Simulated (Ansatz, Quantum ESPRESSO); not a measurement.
# The basal face of Y: relaxation and work function, part 2 of 3

How much does the work function of Y(0001) depend on the functional?

Quantum ESPRESSO 7.5; plane-wave DFT, PBE, GBRV ultrasoft pseudopotentials; geometry and cross-check by Ansatz 0.2.0 with PAW datasets.

So far. Step 2 (Geometry from Ansatz of (0001)): The relaxation lowers the energy by 3 meV an atom. Held were the atoms numbered 3 and 4; the forces quoted are those on the free ones.

### 3. Self-consistent run of (0001), PBE

Both faces of the slab are alike, so a plain periodic cell serves and symmetry is kept.

Level of this step: plane-wave DFT, PBE, GBRV ultrasoft pseudopotentials (Quantum ESPRESSO 7.5).

0001.pbe.in

```
&control
  prefix = '0001.pbe'
  outdir = './out'
  pseudo_dir = './pseudo'
  calculation = 'scf'
  tprnfor = .true.
/
&system
  ibrav = 0
  nat = 6
  ntyp = 1
  ecutwfc = 40
  ecutrho = 200
  occupations = 'smearing'
  smearing = 'mv'
  degauss = 0.02
/
&electrons
  conv_thr = 1e-07
  mixing_beta = 0.4
  electron_maxstep = 120
  mixing_mode = 'local-TF'
/
ATOMIC_SPECIES
  Y   88.9058  y_pbe_v1.4.uspp.F.UPF
CELL_PARAMETERS angstrom
  3.64999999999238 0.00000000000000 0.00000000000000
  1.82499999999619 3.16099272380660 0.00000000000000
  0.00000000000000 0.00000000000000 30.33537500000000
ATOMIC_POSITIONS crystal
  Y   0.666666666667 0.666666666667 0.266540196292
  Y   0.000000000000 -0.000000000000 0.357994591207
  Y   0.666666666667 0.666666666667 0.452743702700
  Y   0.000000000000 0.000000000000 0.547256297300
  Y   0.666666666667 0.666666666667 0.642005442375
  Y   -0.000000000000 0.000000000000 0.733459877738
K_POINTS automatic
  12 12 1 0 0 0
```

Launch:

```
$ OMP_NUM_THREADS=1 mpirun -n 4 pw.x -nk 4 -in 0001.pbe.in > 0001.pbe.out
```

Log:

```text
Program PWSCF v.7.5 starts
[citation notice left out]

     Parallel version (MPI & OpenMP), running on       4 processor cores
     Number of MPI processes:                 4
     Threads/MPI process:                     1

     MPI processes distributed on     1 nodes
[...]
Current dimensions of program PWSCF are:
     Max number of different atomic species (ntypx) = 10
     Max number of k-points (npk) =  40000
     Max angular momentum in pseudopotentials (lmaxx) =  4
     Message from routine setup:
     using ibrav=0 with symmetry is DISCOURAGED, use correct ibrav instead

     K-points division:     npool     =       4
     Subspace diagonalization in iterative solution of the eigenvalue problem:
     a serial algorithm will be used

     G-vector sticks info
     --------------------
     sticks:   dense  smooth     PW     G-vecs:    dense   smooth      PW
     Sum         649     517    163               112807    80511   13887

     Using Slab Decomposition

     bravais-lattice index     =            0
     lattice parameter (alat)  =       6.8975  a.u.
     unit-cell volume          =    2361.9045 (a.u.)^3
     number of atoms/cell      =            6
     number of atomic types    =            1
     number of electrons       =        66.00
     number of Kohn-Sham states=           40
     kinetic-energy cutoff     =      40.0000  Ry
     charge density cutoff     =     200.0000  Ry
     scf convergence threshold =      1.0E-07
     mixing beta               =       0.4000
     number of iterations used =            8  local-TF  mixing
     Exchange-correlation=  SLA  PW   PBX  PBC
                           (   1   4   3   4   0   0   0)

     celldm(1)=   6.897500  celldm(2)=   0.000000  celldm(3)=   0.000000
     celldm(4)=   0.000000  celldm(5)=   0.000000  celldm(6)=   0.000000

     crystal axes: (cart. coord. in units of alat)
               a(1) = (   1.000000   0.000000   0.000000 )
               a(2) = (   0.500000   0.866025   0.000000 )
               a(3) = (   0.000000   0.000000   8.311062 )

     reciprocal axes: (cart. coord. in units 2 pi/alat)
               b(1) = (  1.000000 -0.577350  0.000000 )
               b(2) = (  0.000000  1.154701  0.000000 )
               b(3) = (  0.000000  0.000000  0.120322 )

     PseudoPot. # 1 for Y  read from file:
     ./pseudo/y_pbe_v1.4.uspp.F.UPF
     Pseudo is Ultrasoft + core correction, Zval = 11.0
     Generated by new atomic code, or converted to UPF format
     Using radial grid of  885 points,  6 beta functions with:
                l(1) =   0
                l(2) =   0
                l(3) =   1
                l(4) =   1
                l(5) =   2
                l(6) =   2
     Q(r) pseudized with  8 coefficients,  rinner =    1.200   1.200   1.200
                                                       1.200   1.200

     atomic species   valence    mass     pseudopotential
     Y                11.00    88.90580     Y ( 1.00)

     12 Sym. Ops., with inversion, found ( 6 have fractional translation)

   Cartesian axes

     site n.     atom                  positions (alat units)
         1        Y      tau(   1) = (   1.0000000   0.5773503   2.2152320  )
         2        Y      tau(   2) = (   0.0000000   0.0000000   2.9753151  )
         3        Y      tau(   3) = (   1.0000000   0.5773503   3.7627808  )
         4        Y      tau(   4) = (   0.0000000   0.0000000   4.5482808  )
         5        Y      tau(   5) = (   1.0000000   0.5773503   5.3357468  )
         6        Y      tau(   6) = (   0.0000000   0.0000000   6.0958303  )

     number of k points=    19  Marzari-Vanderbilt smearing, width (Ry)=  0.0200
                       cart. coord. in units 2pi/alat
        k(    1) = (   0.0000000   0.0000000   0.0000000), wk =   0.0138889
        k(    2) = (   0.0000000   0.0962250   0.0000000), wk =   0.0833333
        k(    3) = (   0.0000000   0.1924501   0.0000000), wk =   0.0833333
        k(    4) = (   0.0000000   0.2886751   0.0000000), wk =   0.0833333
        k(    5) = (   0.0000000   0.3849002   0.0000000), wk =   0.0833333
        k(    6) = (   0.0000000   0.4811252   0.0000000), wk =   0.0833333
        k(    7) = (   0.0000000  -0.5773503   0.0000000), wk =   0.0416667
        k(    8) = (   0.0833333   0.1443376   0.0000000), wk =   0.0833333
        k(    9) = (   0.0833333   0.2405626   0.0000000), wk =   0.1666667
        k(   10) = (   0.0833333   0.3367877   0.0000000), wk =   0.1666667
[...]
k(   19) = (   0.3333333  -0.5773503   0.0000000), wk =   0.0277778

     Dense  grid:   112807 G-vectors     FFT dimensions: (  36,  36, 270)

     Smooth grid:    80511 G-vectors     FFT dimensions: (  27,  27, 240)

     Estimated max dynamical RAM per process >     213.21 MB

     Estimated total dynamical RAM >     770.21 MB

     Initial potential from superposition of free atoms

     starting charge      65.9732, renormalised to      66.0000

     negative rho (up, down):  3.509E-04 0.000E+00
     Starting wfcs are   78 randomized atomic wfcs

     total cpu time spent up to now is        2.4 secs

     per-process dynamical memory:   109.9 Mb

     Self-consistent Calculation

     iteration #  1     ecut=    40.00 Ry     beta= 0.40
     Davidson diagonalization with overlap
     ethr =  1.00E-02,  avg # of iterations =  2.0

     negative rho (up, down):  3.399E-07 0.000E+00

     total cpu time spent up to now is        5.9 secs

     total energy              =    -556.85265959 Ry
     estimated scf accuracy    <       2.98227929 Ry

     iteration #  2     ecut=    40.00 Ry     beta= 0.40
[...]
total energy              =    -556.72608452 Ry
     estimated scf accuracy    <       1.49013054 Ry

     iteration #  3     ecut=    40.00 Ry     beta= 0.40
[...]
total energy              =    -556.77697554 Ry
     estimated scf accuracy    <       0.10323455 Ry

     iteration #  4     ecut=    40.00 Ry     beta= 0.40
[...]
total energy              =    -556.75883761 Ry
     estimated scf accuracy    <       0.47653160 Ry

     iteration #  5     ecut=    40.00 Ry     beta= 0.40
[...]
total energy              =    -556.83170024 Ry
     estimated scf accuracy    <       1.11102655 Ry

     iteration #  6     ecut=    40.00 Ry     beta= 0.40
[...]
total energy              =    -556.79132444 Ry
     estimated scf accuracy    <       0.40182494 Ry

     iteration #  9     ecut=    40.00 Ry     beta= 0.40
[...]
total energy              =    -556.79413755 Ry
     estimated scf accuracy    <       0.15584963 Ry

     iteration # 10     ecut=    40.00 Ry     beta= 0.40
[...]
total energy              =    -556.78530659 Ry
     estimated scf accuracy    <       0.13180163 Ry

     iteration # 11     ecut=    40.00 Ry     beta= 0.40
[...]
total energy              =    -556.78935602 Ry
     estimated scf accuracy    <       0.03396336 Ry

     iteration # 12     ecut=    40.00 Ry     beta= 0.40
[...]
negative rho (up, down):  5.712E-03 0.000E+00

[...]
total energy              =    -556.79274608 Ry
     estimated scf accuracy    <       0.03019592 Ry

     iteration # 13     ecut=    40.00 Ry     beta= 0.40
[...]
negative rho (up, down):  3.690E-03 0.000E+00

[...]
total energy              =    -556.79254989 Ry
     estimated scf accuracy    <       0.04884185 Ry

     iteration # 14     ecut=    40.00 Ry     beta= 0.40
[...]
negative rho (up, down):  3.349E-06 0.000E+00

[...]
total energy              =    -556.78932399 Ry
     estimated scf accuracy    <       0.03106126 Ry

[...]
iteration # 17     ecut=    40.00 Ry     beta= 0.40
[...]
c_bands:  1 eigenvalues not converged
[...]
negative rho (up, down):  1.185E-04 0.000E+00

[...]
total energy              =    -556.79197239 Ry
     estimated scf accuracy    <       0.00027757 Ry

     iteration # 18     ecut=    40.00 Ry     beta= 0.40
[...]
negative rho (up, down):  7.485E-05 0.000E+00

[...]
total energy              =    -556.79196562 Ry
     estimated scf accuracy    <       0.00039938 Ry

     iteration # 19     ecut=    40.00 Ry     beta= 0.40
[...]
negative rho (up, down):  1.366E-04 0.000E+00

[...]
total energy              =    -556.79197586 Ry
     estimated scf accuracy    <       0.00001551 Ry

     iteration # 20     ecut=    40.00 Ry     beta= 0.40
[...]
negative rho (up, down):  1.768E-04 0.000E+00

[...]
total energy              =    -556.79197703 Ry
     estimated scf accuracy    <       0.00000122 Ry

     iteration # 21     ecut=    40.00 Ry     beta= 0.40
[...]
negative rho (up, down):  1.540E-04 0.000E+00

[...]
total energy              =    -556.79197756 Ry
     estimated scf accuracy    <       0.00000046 Ry

     iteration # 22     ecut=    40.00 Ry     beta= 0.40
[...]
negative rho (up, down):  1.600E-04 0.000E+00

[...]
total energy              =    -556.79197756 Ry
     estimated scf accuracy    <       0.00000013 Ry

     iteration # 23     ecut=    40.00 Ry     beta= 0.40
[...]
negative rho (up, down):  1.762E-04 0.000E+00

[...]
total energy              =    -556.79197756 Ry
     estimated scf accuracy    <       0.00000013 Ry

     iteration # 24     ecut=    40.00 Ry     beta= 0.40
[...]
negative rho (up, down):  1.882E-04 0.000E+00

[...]
End of self-consistent calculation

          k = 0.0000 0.0000 0.0000 (  9973 PWs)   bands (ev):

   -39.0413 -39.0413 -38.6418 -38.6068 -38.4668 -38.4663 -19.1442 -19.1426
   -18.8370 -18.8142 -18.8142 -18.8141 -18.8141 -18.6263 -18.4526 -18.4526
   -18.4199 -18.4101 -18.4101 -18.3422 -18.2668 -18.2668 -18.2660 -18.2660
    -0.4621  -0.0974   0.4237   1.0848   1.7381   2.1076   4.1952   4.2121
     4.8193   4.8450   5.2224   5.5867   5.5868   5.6189   5.6196   5.6994

          k = 0.0000 0.0962 0.0000 (  9968 PWs)   bands (ev):

   -39.0390 -39.0390 -38.6388 -38.6049 -38.4647 -38.4642 -19.1388 -19.1375
   -18.8455 -18.8408 -18.8240 -18.8200 -18.8200 -18.6280 -18.4722 -18.4599
   -18.4563 -18.4150 -18.3968 -18.3478 -18.2896 -18.2869 -18.2721 -18.2712
    -0.3179   0.0434   0.5604   1.2177   1.8725   2.2455   4.2024   4.2282
     4.6756   4.7063   5.1311   5.4090   5.4225   5.4656   5.6245   5.6931

          k = 0.0000 0.1925 0.0000 ( 10050 PWs)   bands (ev):

   -39.0327 -39.0327 -38.6308 -38.5998 -38.4588 -38.4585 -19.1244 -19.1238
   -18.9121 -18.9111 -18.8360 -18.8359 -18.8060 -18.6444 -18.5316 -18.5109
   -18.4795 -18.4287 -18.3908 -18.3727 -18.3522 -18.3303 -18.2867 -18.2854
     0.0948   0.4433   0.9437   1.5840   2.2374   2.6172   4.1460   4.1975
     4.3498   4.4272   4.8904   4.9269   4.9776   5.2172   5.4429   5.6468

          k = 0.0000 0.2887 0.0000 ( 10064 PWs)   bands (ev):

   -39.0241 -39.0240 -38.6194 -38.5932 -38.4508 -38.4506 -19.1063 -19.1062
   -19.0033 -19.0030 -18.8576 -18.8575 -18.7806 -18.6975 -18.6152 -18.5513
   -18.5056 -18.4479 -18.4331 -18.4261 -18.3902 -18.3611 -18.3066 -18.3047
     0.7144   1.0307   1.4859   2.0703   2.6849   3.0516   3.8989   3.9753
     4.0549   4.2449   4.4703   4.5579   4.5801   5.1349   5.3402   5.4890

          k = 0.0000 0.3849 0.0000 ( 10106 PWs)   bands (ev):

   -39.0155 -39.0154 -38.6074 -38.5871 -38.4428 -38.4427 -19.1026 -19.1023
   -19.0800 -19.0799 -18.8791 -18.8791 -18.7779 -18.7699 -18.6735 -18.5943
   -18.5310 -18.5039 -18.4673 -18.4612 -18.3946 -18.3875 -18.3264 -18.3238
     1.4296   1.6711   2.0176   2.4553   2.9127   3.1919   3.6336   3.7615
     3.8822   4.0995   4.2278   4.4304   4.4369   5.1531   5.3314   5.3921

          k = 0.0000 0.4811 0.0000 ( 10128 PWs)   bands (ev):

   -39.0091 -39.0091 -38.5979 -38.5834 -38.4370 -38.4369 -19.1599 -19.1597
   -19.0766 -19.0764 -18.8948 -18.8947 -18.8332 -18.8073 -18.6794 -18.6389
   -18.5492 -18.5406 -18.4817 -18.4705 -18.4103 -18.4010 -18.3409 -18.3378
     2.0601   2.1655   2.3526   2.5898   2.8455   3.0215   3.4620   3.6636
     3.8358   4.0122   4.0819   4.5435   4.5588   5.3016   5.3873   5.4487

[...]
the Fermi energy is     4.0545 ev

!    total energy              =    -556.79197756 Ry
     estimated scf accuracy    <       0.00000001 Ry
     smearing contrib. (-TS)   =      -0.00528882 Ry
     internal energy E=F+TS    =    -556.78668873 Ry

     The total energy is F=E-TS. E is the sum of the following terms:
     one-electron contribution =   -2615.51186458 Ry
     hartree contribution      =    1310.41402051 Ry
     xc contribution           =    -163.88083337 Ry
     ewald contribution        =     912.19198871 Ry

     convergence has been achieved in  24 iterations

     negative rho (up, down):  1.882E-04 0.000E+00

     Forces acting on atoms (cartesian axes, Ry/au):

     atom    1 type  1   force =     0.00000000    0.00000000   -0.00010349
     atom    2 type  1   force =     0.00000000    0.00000000    0.00114680
     atom    3 type  1   force =     0.00000000    0.00000000    0.00140578
     atom    4 type  1   force =     0.00000000    0.00000000   -0.00140578
     atom    5 type  1   force =     0.00000000    0.00000000   -0.00114680
     atom    6 type  1   force =     0.00000000    0.00000000    0.00010349

     Total force =     0.002570     Total SCF correction =     0.000160

[...]
=------------------------------------------------------------------------------=
   JOB DONE.
=------------------------------------------------------------------------------=
```

Run time: 87 s. Hardware: 4 MPI ranks of Arm Neoverse V2, shared host; peak memory 0.88 GiB.

Read from the output:

- free energy: -7575.5408 eV
- Fermi energy: 4.054 eV

### 4. Electrostatic potential of (0001)

The vacuum level is read from the electrostatic potential (plot_num = 11), averaged over planes.

0001.pbe.pot.in

```
&inputpp
  prefix = '0001.pbe'
  outdir = './out'
  filplot = '0001.pbe.pot.dat'
  plot_num = 11
/
```

Launch:

```
$ OMP_NUM_THREADS=1 mpirun -n 4 pp.x -in 0001.pbe.pot.in > 0001.pbe.pot.out
```

Log:

```text
[banner, memory and clock lines left out]
Program POST-PROC v.7.5 starts

          URL

     ./out/0001.pbe.save/

     IMPORTANT: XC functional enforced from input :
     Exchange-correlation= PBE
                           (   1   4   3   4   0   0   0)
     Any further DFT definition will be discarded
     Please, verify this is what you really want

     negative rho (up, down):  1.882E-04 0.000E+00

     Calling punch_plot, plot_num =  11
     Writing data to file  0001.pbe.pot.dat
     Message from routine chdens:
     namelist plot not found or invalid, exiting
```

Wall time 0.88 s (4 MPI ranks); peak memory 0.12 GiB; 3.2 s of CPU time.

Numbers from this step:

* work function of the upper face: 3.285 eV
* slope of the potential above: 0.002625 eV/Å
* upper vacuum line continued to the top atoms, over the Fermi level: 3.271 eV
* work function of the lower face: 3.285 eV
* slope of the potential below: -0.001724 eV/Å
* lower vacuum line continued to the bottom atoms, over the Fermi level: 3.276 eV

[end of part 2 of 3]

[Logs are printed without paths, hosts, clocks, repeated set-up lines and the standing remarks that a program may print on its own settings, such as how far it seeks lower states.]

[Hosts, paths, dates, database ids (printed as entryN), source tags and the programs' standing remarks are cut or masked in the printed files.]

[Maps of the electrostatic potential energy from Ansatz leave out the sawtooth potential of an applied field or a dipole correction, so their vacuum need not be flat; planar profiles and work functions include it.]
